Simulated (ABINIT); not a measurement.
An input for ABINIT 10.8.3 (CdH2O2 (P-3m1)):

```
acell 3*1.0 Angstrom
rprim 
  3.515525964753 0.000000000011 0.000000000000
  -1.757762982386 3.044534793135 0.000000000000
  0.000000000000 0.000000000000 4.642979290000
ntypat 3
znucl 48 1 8
natom 5
typat 1 2 2 3 3
xred 
  0.000000000000 0.000000000000 0.000000000000
  0.666666666667 0.333333333333 0.550960720000
  0.333333333333 0.666666666667 0.449039280000
  0.666666666667 0.333333333333 0.759372000000
  0.333333333333 0.666666666667 0.240628000000
pp_dirpath "pseudos"
pseudos "Cd.upf, H.upf, O.upf"
ecut 47
ngkpt 3 3 2
nshiftk 1
shiftk 0 0 0
kptopt 1
chksymbreak 0
istwfk *1
occopt 1
irdwfk 1
optdriver 3
nband 54
ecuteps 4.5
inclvkb 2
awtr 1
symchi 1
gwcalctyp 1
nfreqre 0
nfreqim 16
indata_prefix "in"
outdata_prefix "out"
tmpdata_prefix "tmp"
```

```sh
OMP_NUM_THREADS=1 mpirun -n 4 abinit run.abi > log
```

Estimate wall time and host memory on 4 MPI ranks of Arm Neoverse V1, shared host.

It took 16 s; on shared hardware allow 8 s to 32 s. Peak host memory was 0.69 GiB.

[Paths, hosts, dates, memory and timing lines, banners, echoed tables and standing remarks are left out of the program output.]

[Logs are printed without paths, hosts, clocks, repeated set-up lines and the standing remarks that a program may print on its own settings, such as how far it seeks lower states.]

[Runs of the session that timed out or met a known fault of the program may be left out.]

[Hosts, paths, dates, database ids (printed as entryN), source tags and the programs' standing remarks are cut or masked in the printed files.]

[G0W0 gaps are taken among the corrected bands and points alone; a level outside them can change the order at an edge.]

[Where Ansatz stands beside ABINIT at settings called matched, ABINIT's density can come from a denser mesh and the files from another edition; pairs whose starting gaps differed by over 0.03 eV were left out, so agreement reads better than it is.]
